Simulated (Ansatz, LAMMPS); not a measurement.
## Glassy 63SiO2-9CaO-11ZnO-11SrO-6Sc2O3 (mol %) (98 atoms): a reference run and its variants

Density of this cell: 3.07 g/cm³. The cell holds 98 atoms: 22 Si, 3 Ca, 4 Zn, 4 Sr, 4 Sc and 61 O. Its edges and angles: a = 11.062 Å, b = 11.062 Å, c = 11.062 Å, α = 90.0°, β = 90.0°, γ = 90.0°. 98 atoms (22 Si, 3 Ca, 4 Zn, 4 Sr, 4 Sc, 61 O) placed at random at 2.93 g/cm³, melted at 4000 K for 10 ps at fixed volume with the Morse and Coulomb pair potential with partial charges (Pedone, Malavasi, Menziani, Cormack and Segre, J. Phys. Chem. B 110, 11780 (2006)). Quenched from 4000 K to 300 K at 25 K/ps and fixed volume, held 10 ps at zero pressure, then minimised at fixed cell.

Geometry: as built.

Reference run: Kohn-Sham DFT, PBE, PAW (set soft_2), plane waves (Ansatz 0.2.0), cutoff 420 eV, Γ point, fixed occupations.

| Property | Result |
| --- | --- |
| r.m.s. force component | 1.006 eV/Å |
| pressure | 4.378 GPa |
| gap (highest filled to lowest empty level) | 2.616 eV |
| SCF cycles | 10 |
| time | 25 s on 4 threads of Arm Neoverse V2, shared host |

Q: Estimate how much each variant changes the results, and its time and memory.
- support functions low
- support functions medium
- support functions medium, spacing 0.33 Å
- support functions medium, spacing 0.275 Å
- basis.ecutwfc = "550 eV" and hamiltonian.xc = "lda"

Differences are against the plane-wave reference (Kohn-Sham DFT, PBE, PAW (set soft_2), plane waves), whose r.m.s. force component is 1.01 eV/Å. Energies are set beside the reference only for runs with its functional, potentials and electron count. Times are for 4 threads of Arm Neoverse V2, shared host. The reference's time includes the DOS, the stress and grids, which some other runs skip.

```
                                                run  Δ force, r.m.s. (meV/Å)  share of r.m.s. force (%)  Δ energy (meV/atom)  Δ pressure (GPa)  Δ gap (eV)  cycles     time  host memory (GiB)
                                          reference                        -                          -                    -                 -           -      10     25 s                1.9
                              support functions low                    0.815                      0.081                -4.79                 -      2.0e-4      16    2 min                3.7
                           support functions medium                     0.81                     0.0806                -4.82                 -      1.0e-4      17  3.3 min                5.3
           support functions medium, spacing 0.33 Å                     43.7                       4.35                 14.9                 -     -0.0286      17     75 s                2.3
          support functions medium, spacing 0.275 Å                     3.21                      0.320                -7.50                 -      3.0e-4      20  1.9 min                2.9
basis.ecutwfc = "550 eV" and hamiltonian.xc = "lda"                      162                       16.1                    -             -7.46      -0.159      11     34 s                2.5
```

Among numerical settings the force difference runs from 0.81 meV/Å (support functions medium) to 44 meV/Å (support functions medium, spacing 0.33 Å). At 98 atoms the fastest of the runs at a preset level, support functions low, takes roughly 4.8 times the time of plane waves (whose run also made extra analyses, so the like-for-like ratio is larger), in 16 SCF cycles against 10. Differences between support functions and plane waves include what basis error the plane-wave run still has. 

[Logs are printed without paths, hosts, clocks, repeated set-up lines and the standing remarks that a program may print on its own settings, such as how far it seeks lower states.]

[Hosts, paths, dates, database ids (printed as entryN), source tags and the programs' standing remarks are cut or masked in the printed files.]
